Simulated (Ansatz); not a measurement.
# Cs2AgBiBr6 (Fm-3m): spin-orbit coupling beyond the local functionals

Wanted: gaps of Cs2AgBiBr6 (Fm-3m) with and without spin-orbit coupling, with cost.

Calculated with Ansatz 0.2.0; density functionals with and without spin-orbit coupling, plane waves, PAW.

## 1. The starting structure

Symmetry: Fm-3m, No. 225, cubic system. The conventional cell has a = 11.232 Å, b = 11.232 Å, c = 11.232 Å, α = 90.00°, β = 90.00°, γ = 90.00°. Cs has 12 Br at 3.97 Å nearest. Ag has 6 Br at 2.80 Å nearest. Nearest to Bi lie 6 Br at 2.81 Å. Nearest to Br lie 1 Ag at 2.80 Å and 1 Bi at 2.81 Å and 4 Cs at 3.97 Å. Farther neighbours and most contacts between anions are not listed.

The cell and positions come from the Crystallography Open Database and are kept as given unless a step says otherwise. Spin-orbit coupling is left out unless a step names it. The default PAW set here is soft_2. Its files were made with PBE.

## 2. HSE06, 2×2×2 mesh

This step: DFT, HSE06, plane waves, PAW.

Contents of input.yaml:

```yaml
crystal:
  lattice:
    - [0.0, 5.6161, 5.6161]
    - [5.6161, 0.0, 5.6161]
    - [5.6161, 5.6161, 0.0]
  atoms:
    - { symbol: Cs, position: [0.25, 0.25, 0.25] }
    - { symbol: Cs, position: [0.75, 0.75, 0.75] }
    - { symbol: Ag, position: [0.5, 0.5, 0.5] }
    - { symbol: Bi, position: [0.0, 0.0, 0.0] }
    - { symbol: Br, position: [0.25055, 0.74945, 0.25055] }
    - { symbol: Br, position: [0.25055, 0.74945, 0.74945] }
    - { symbol: Br, position: [0.74945, 0.25055, 0.74945] }
    - { symbol: Br, position: [0.74945, 0.25055, 0.25055] }
    - { symbol: Br, position: [0.25055, 0.25055, 0.74945] }
    - { symbol: Br, position: [0.74945, 0.74945, 0.25055] }
kpoints:
  mp_grid: { grid: [2, 2, 2] }
  band_path:
    path:
      - [0.0, 0.0, 0.0]
      - [0.5, 0.0, 0.5]
      - [0.625, 0.25, 0.625]
      - [0.375, 0.375, 0.75]
      - [0.5, 0.5, 0.5]
      - [0.5, 0.25, 0.75]
      - [0.5, 0.4, 0.6]
    npoints: 1
hamiltonian:
  xc: hse06
scf:
  occupations: { method: fixed }
  n_extra_bands: 7
output:
  eigenvalues: true
```

Started as:

```bash
ansatz run input.yaml --threads 3 --pin off --max-ram 92160MiB --backend cuda --events-out ev --progress --plain --runs-dir out --devices 1 --max-vram 13GiB
```

Numbers of over 12 decimals in the logs are rounded to 6 here.

Log:

```text
scf.n_extra_bands = 7 over 47 filled bands (N_el = 94.0): the run solves 54 bands
GPUs: using 1 of 1 available (devices: 1).
Engine: ansatz 0.2.0, x86_64-unknown-linux-gnu
Pseudopotentials: kind: paw
Pseudopotential: Cs, paw, valence charge 9, recommended cutoff 420 eV (normal), Cs.paw.azcp
Pseudopotential: Ag, paw, valence charge 19, recommended cutoff 420 eV (normal), Ag.paw.azcp
Pseudopotential: Bi, paw, valence charge 15, recommended cutoff 420 eV (normal), Bi.paw.azcp
Pseudopotential: Br, paw, valence charge 7, recommended cutoff 420 eV (normal), Br.paw.azcp
Functional definition: HSE06
  parameter a = 0.25
  parameter omega = 0.11/bohr
  exchange = pbe_x - a*pbe_x_sr(omega) + a*exact_x_sr(omega)
  correlation = pbe_c
davidson cushion auto → on  (no smearing: the cushion is to keep the highest requested band from converging to the state above it; pin scf.eigensolver.cushion to override)
device memory: the entry about to start is reckoned to put 4.4 GiB on a device that reports 30.7 GiB free (of which the cap on the GPU budget leaves the run 13.0 GiB)
GPU FFT provider: cuFFT
GPU libraries: cuBLAS 13.8.2, cuFFT 12.4.0, cuSOLVER 12.3.4
Crystal: 10 atoms, lattice volume = 354.270 Å³
Basis set: ecut = 420 eV, 6879 PW (Γ)
Bands: 54, of which v1, the nominal top of the filled ones, is band 47 counted from 1 (46 counted from 0)
Symmetry: 48 space group operations
Space group: Fm-3m (ITA 225), of the structure as read, at distance tolerance 7.1e-5 Å
k-points: 3 of 8
Non-local potential: Cs, projectors of the file, l = 0: 3, l = 1: 2, l = 2: 2, l = 3: 2
Non-local potential: Ag, projectors of the file, l = 0: 3, l = 1: 2, l = 2: 2, l = 3: 1
Non-local potential: Bi, projectors of the file, l = 0: 2, l = 1: 2, l = 2: 2, l = 3: 2
Non-local potential: Br, projectors of the file, l = 0: 2, l = 1: 2, l = 2: 2
PAW form: soft (Blöchl's): semilocal exchange-correlation on the pseudo side does not see the compensation charge
PAW frozen core: Cs, regenerated for the run's functional, and the local potential with it (the file was generated under x = pbe(κ = 0.804, μ = 0.219515), c = pbe(β = 0.066725))
PAW frozen core: Ag, regenerated for the run's functional, and the local potential with it (the file was generated under x = pbe(κ = 0.804, μ = 0.219515), c = pbe(β = 0.066725))
PAW frozen core: Bi, regenerated for the run's functional, and the local potential with it (the file was generated under x = pbe(κ = 0.804, μ = 0.219515), c = pbe(β = 0.066725))
PAW frozen core: Br, regenerated for the run's functional, and the local potential with it (the file was generated under x = pbe(κ = 0.804, μ = 0.219515), c = pbe(β = 0.066725))
PAW one-centre angular grid: Cs, 194 points (default); XC on 96 Gauss nodes
PAW one-centre angular grid: Ag, 590 points (default); XC on 96 Gauss nodes
[...]
Frozen-core exchange: fock
SCF iter   1: F=—  HF=-48067.529884 eV  |F-HF|=—  |Δ(HF+E_count)|=         —  Δρ=3.38e-5  dr2=2.30e-6  ethr=4.07e-7  ⟨swp⟩=3.3  Hψ=440  notcnv=0
preconditioner: auto → none  [insulator: Δε(μ)=2.138 eV  Ē_g=11.166 eV  n_scr=58 (ndim 8)  ℏωp=16.7 eV  f_vac=0.044]
SCF iter   2: F=—  HF=-48067.529884 eV  |F-HF|=—  |Δ(HF+E_count)|=   3.36e-7  Δρ=1.46e-5  dr2=4.00e-7  ethr=1.90e-9  ⟨swp⟩=5.0  Hψ=544  notcnv=0
SCF iter   3: F=—  HF=-48067.529885 eV  |F-HF|=—  |Δ(HF+E_count)|=   4.87e-7  Δρ=6.27e-6  dr2=1.59e-7  ethr=3.66e-10  ⟨swp⟩=5.3  Hψ=514  notcnv=0  defer=1
SCF iter   4: F=-48067.529885 eV  HF=-48067.529885 eV  |F-HF|=1.96e-8  |Δ(HF+E_count)|=   5.06e-8  Δρ=2.09e-6  dr2=2.28e-8  ethr=1.63e-10  ⟨swp⟩=3.7  Hψ=478  notcnv=0
SCF 3 converged in 4 iterations: F = -48067.529885 eV  dr2 = 2.28e-8
hybrid outer 2: dexx = +1.099e-6 eV, tail = 8.43e-8 eV, Δε = 2.49e-3 eV (about 8.01e-5 eV left of the loop's levels)
the search or the solves at the SCF's close seem to have found levels that the self-consistency loop had missed (the run counts 1). By its estimate they hold under 1e-12 electrons; where the run keeps them, the occupations were computed again with them
device memory: the entry about to start is reckoned to put 1.6 GiB on a device that reports 34.2 GiB free (of which the cap on the GPU budget leaves the run 13.0 GiB)
NSCF: frozen V_eff on 7 k-points
hybrid SCF converged: 2 outer / 11 inner (+3 warm-up), last move |dexx| = 1.10e-6 eV, tail = 8.43e-8 eV
Stability not checked: this state was not tested for a lower state beside it, because the functional holds exact exchange (a hybrid, or Hartree-Fock), whose exchange loop this test does not read (fock_operator; see scf.lower_state_search)
Free energy (F): -48067.529885 eV
Frozen-core exchange: fock
Harris-Foulkes:  -48067.529885 eV  (|F-HF|=1.96e-8)
Internal energy: -48067.529885 eV  (E = F + TS)
E sigma→0 (E₀):  -48067.529885 eV
Fermi energy:    3.829140 eV
--- Per-component energies (eV) ---
  E_band       = -947.691890
  E_kinetic    = 1915.163882
  E_local      = -8315.657108  (includes V_loc(G=0)·N_el)
  E_nonlocal   = 1130.559814
  E_hartree    = 3275.098784
  E_xc         = -1799.451574
  E_vxc        = -1004.099675  (∫ρ·V_xc dr)
  E_exx        = -227.107680  (= α·E_x^exact, valence–valence)
  E_paw        = -38457.245264  (= ΣΔE_a)
  E_vpaw       = -769.632763  (= ΣTr[D̂ρ^β])
  E_aug_tail   = -0.000078  (compensation charges beyond the density's cutoff)
  E_ewald      = -5585.968359
  E_core_change = -2.922302  (= ΣΔE_core)
  E_smearing   = -0.000000  (= −TS)
  E_closure    = -0.000000  (closes the sum)
  Σ components = -48067.529885   (vs F -48067.529885, Δ=0.00e0)
--- Band table (eV) ---
  k-point 0: bands = [... 43 lower, 2.3706, 2.3706, 2.9188, 2.9188, 6.9724, 6.9724, 6.9724, 8.3852, ... 3 higher]
  k-point 1: bands = [... 43 lower, 2.0786, 2.2994, 2.2994, 2.4780, 5.9671, 8.4064, 8.4064, 9.7271, ... 3 higher]
  k-point 2: bands = [... 43 lower, 1.9184, 2.3549, 2.9120, 3.8291, 7.4999, 7.4999, 7.8918, 9.4464, ... 3 higher]
```

Run time: 26 s. Hardware: 1 × NVIDIA H100 80GB HBM3 (shared by 6 runs) with 3 threads of AMD EPYC 7R13 (Zen 3), shared host; peak memory 1.3 GiB; 41 s of CPU time.

Numbers from this step:

| Item | Value |
| --- | --- |
| gap | 2.138 eV |
| valence top at | X |
| conduction bottom at | L |
| least direct gap | 3.254 eV |
| exact-exchange fraction | 0.25 |

The gap is indirect, with the least direct gap 1.12 eV higher.

## 3. HSE06+SOC, 2×2×2 mesh

Spin-orbit coupling can split or shift the edges; a non-collinear run measures by how much.

This step: DFT, HSE06 with spin-orbit coupling, plane waves, PAW.

Changes to input.yaml since step 2:

```diff
@@ -32,3 +32,6 @@
   occupations: { method: fixed }
-  n_extra_bands: 7
+  n_extra_bands: 14
+magnetization:
+  noncollinear: true
+  spin_orbit: true
 output:
```

Log:

```text
[...]
GPUs: using 1 of 1 available (devices: 1).
[...]
non-collinear run that drives no moment, with spin-orbit: no starting moment large enough to seed its density (crystal.atoms[].spin), no starting occupations that ask for one, no magnetisation constraint and no magnetic field, so the semilocal B_xc is pinned to zero
[...]
GPU FFT provider: cuFFT
GPU libraries: cuBLAS 13.8.2, cuFFT 12.4.0, cuSOLVER 12.3.4
Crystal: 10 atoms, lattice volume = 354.270 Å³
Basis set: ecut = 420 eV, 6879 PW (Γ)
Bands: 108, of which v1, the nominal top of the filled ones, is band 94 counted from 1 (93 counted from 0)
Symmetry: 48 space group operations + 48 with time reversal
[...]
k-points: 3 of 8
Projection manifold: j_resolved (fully-relativistic pseudo-atomic orbitals)
[...]
GPU buffer pool allocated for 157464 grid points (all kernels)
[...]
SCF iter   1: F=—  HF=-48095.614509 eV  |F-HF|=—  |Δ(HF+E_count)|=         —  Δρ=2.78e-2  dr2=5.73e0  dr2_m=0.00e0 (ungated)  ethr=1.00e-1  |M|=0.00e0 ∫|m|=0.00e0 μB  |m|>n=0.0e0 m-floor=0.0e0 τ_xc=0.0e0  β_m=0.30  ⟨swp⟩=6.7  Hψ=1133  notcnv=0
[...]
SCF iter   7: F=-48093.355842 eV  HF=-48093.355834 eV  |F-HF|=8.21e-6  |Δ(HF+E_count)|=   1.79e-4  Δρ=6.37e-5  dr2=1.08e-5  dr2_m=0.00e0 (ungated)  ethr=1.44e-7  |M|=0.00e0 ∫|m|=0.00e0 μB  |m|>n=0.0e0 m-floor=0.0e0 τ_xc=0.0e0  ⟨swp⟩=5.3  Hψ=1095  notcnv=0
SCF 1 stopped early in 7 iterations: F = -48093.355842 eV  dr2 = 1.08e-5
[...]
GPU FFT provider: cuFFT
GPU libraries: cuBLAS 13.8.2, cuFFT 12.4.0, cuSOLVER 12.3.4
Projection manifold: j_resolved (fully-relativistic pseudo-atomic orbitals)
[...]
GPU buffer pool allocated for 157464 grid points (all kernels)
[...]
Frozen-core exchange: fock
SCF iter   1: F=—  HF=-48070.930896 eV  |F-HF|=—  |Δ(HF+E_count)|=         —  Δρ=4.88e-3  dr2=1.14e-1  dr2_m=0.00e0 (ungated)  ethr=1.15e-7  |M|=0.00e0 ∫|m|=0.00e0 μB  |m|>n=0.0e0 m-floor=0.0e0 τ_xc=0.0e0  β_m=0.30  ⟨swp⟩=11.7  Hψ=2186  notcnv=0
[...]
SCF iter   6: F=-48070.921095 eV  HF=-48070.921100 eV  |F-HF|=5.17e-6  |Δ(HF+E_count)|=   6.16e-6  Δρ=2.06e-5  dr2=1.03e-5  dr2_m=0.00e0 (ungated)  ethr=2.97e-8  |M|=0.00e0 ∫|m|=0.00e0 μB  |m|>n=0.0e0 m-floor=0.0e0 τ_xc=0.0e0  ⟨swp⟩=3.7  Hψ=904  notcnv=0
SCF 2 stopped early in 6 iterations: F = -48070.921095 eV  dr2 = 1.03e-5
hybrid outer 1: dexx = +2.730e-2 eV, tail = 8.96e-5 eV
GPU FFT provider: cuFFT
GPU libraries: cuBLAS 13.8.2, cuFFT 12.4.0, cuSOLVER 12.3.4
Projection manifold: j_resolved (fully-relativistic pseudo-atomic orbitals)
GPU buffer pool allocated for 157464 grid points (all kernels)
[...]
Frozen-core exchange: fock
SCF iter   1: F=—  HF=-48070.922319 eV  |F-HF|=—  |Δ(HF+E_count)|=         —  Δρ=4.37e-5  dr2=6.76e-6  dr2_m=0.00e0 (ungated)  ethr=4.77e-7  |M|=0.00e0 ∫|m|=0.00e0 μB  |m|>n=0.0e0 m-floor=0.0e0 τ_xc=0.0e0  β_m=0.30  ⟨swp⟩=3.7  Hψ=848  notcnv=0
[...]
SCF iter   4: F=-48070.922318 eV  HF=-48070.922318 eV  |F-HF|=2.36e-8  |Δ(HF+E_count)|=   2.84e-7  Δρ=4.26e-6  dr2=3.67e-8  dr2_m=0.00e0 (ungated)  ethr=5.45e-10  |M|=0.00e0 ∫|m|=0.00e0 μB  |m|>n=0.0e0 m-floor=0.0e0 τ_xc=0.0e0  ⟨swp⟩=3.7  Hψ=889  notcnv=0
SCF 3 converged in 4 iterations: F = -48070.922318 eV  dr2 = 3.67e-8
[...]
NSCF: frozen V_eff on 7 k-points
[...]
Magnetization: |M| = 0.0000 μB,  M = (+0.0000, +0.0000, +0.0000) μB
Absolute magnetization: 0.0000 μB (∫|m|)
  site 0: m = (+0.0000, +0.0000, +0.0000) μB, |m| = 0.0000 μB  (R = 1.64 Å)
  site 1: m = (+0.0000, +0.0000, +0.0000) μB, |m| = 0.0000 μB  (R = 1.64 Å)
  site 2: m = (+0.0000, +0.0000, +0.0000) μB, |m| = 0.0000 μB  (R = 1.16 Å)
  site 3: m = (+0.0000, +0.0000, +0.0000) μB, |m| = 0.0000 μB  (R = 1.16 Å)
  site 4: m = (+0.0000, +0.0000, +0.0000) μB, |m| = 0.0000 μB  (R = 1.16 Å)
  site 5: m = (+0.0000, +0.0000, +0.0000) μB, |m| = 0.0000 μB  (R = 1.16 Å)
  site 6: m = (+0.0000, +0.0000, +0.0000) μB, |m| = 0.0000 μB  (R = 1.16 Å)
  site 7: m = (+0.0000, +0.0000, +0.0000) μB, |m| = 0.0000 μB  (R = 1.16 Å)
  site 8: m = (+0.0000, +0.0000, +0.0000) μB, |m| = 0.0000 μB  (R = 1.16 Å)
  site 9: m = (+0.0000, +0.0000, +0.0000) μB, |m| = 0.0000 μB  (R = 1.16 Å)
Free energy (F): -48070.922319 eV
Frozen-core exchange: fock
[...]
Internal energy: -48070.922319 eV  (E = F + TS)
E sigma→0 (E₀):  -48070.922319 eV
Fermi energy:    3.870971 eV
[...]
--- Band table (eV) ---
  k-point 0: bands = [... 90 lower, 2.9591, 2.9591, 2.9591, 2.9591, 5.8153, 5.8153, 7.4435, 7.4435, ... 10 higher]
  k-point 1: bands = [... 90 lower, 2.4730, 2.4730, 2.5845, 2.5845, 5.6899, 5.6899, 7.9759, 7.9759, ... 10 higher]
  k-point 2: bands = [... 90 lower, 2.9338, 2.9338, 3.8710, 3.8710, 6.3691, 6.3691, 8.0602, 8.0602, ... 10 higher]
```

It took 84 s on 1 × NVIDIA H100 80GB HBM3 (shared by 6 runs) with 3 threads; peak memory 2.1 GiB; 2.5 min of CPU time.

Numbers from this step:

| Property | Result |
| --- | --- |
| gap | 1.819 eV |
| valence top at | X |
| conduction bottom at | L |
| least direct gap | 2.498 eV |
| exact-exchange fraction | 0.25 |

The gap stands −0.32 eV against HSE06.

## 4. Together

Times are wall times on 1 × NVIDIA H100 80GB HBM3 (shared by 6 runs) with 3 threads of AMD EPYC 7R13 (Zen 3), shared host, good to a factor of about two.

```tsv
level	gap (eV)	with coupling (eV)	change (eV)	time	with coupling
HSE06	2.14	1.82	−0.32	26 s	84 s
```

## 5. What came out

```
HSE06     : 2.14 eV
HSE06+SOC : 1.82 eV
```

What this shows: Spin-orbit coupling changes the gap by −0.32 eV and the least direct gap by −0.76 eV.

[Paths, hosts, dates, memory and timing lines, banners, echoed tables and standing remarks are left out of the program output.]

[Logs are printed without paths, hosts, clocks, repeated set-up lines and the standing remarks that a program may print on its own settings, such as how far it seeks lower states.]

[Runs of the session that timed out or met a known fault of the program may be left out.]

[Cells called generated may have been cut or substituted from an entry of the Crystallography Open Database or the Materials Project.]

[Hosts, paths, dates, database ids (printed as entryN), source tags and the programs' standing remarks are cut or masked in the printed files.]
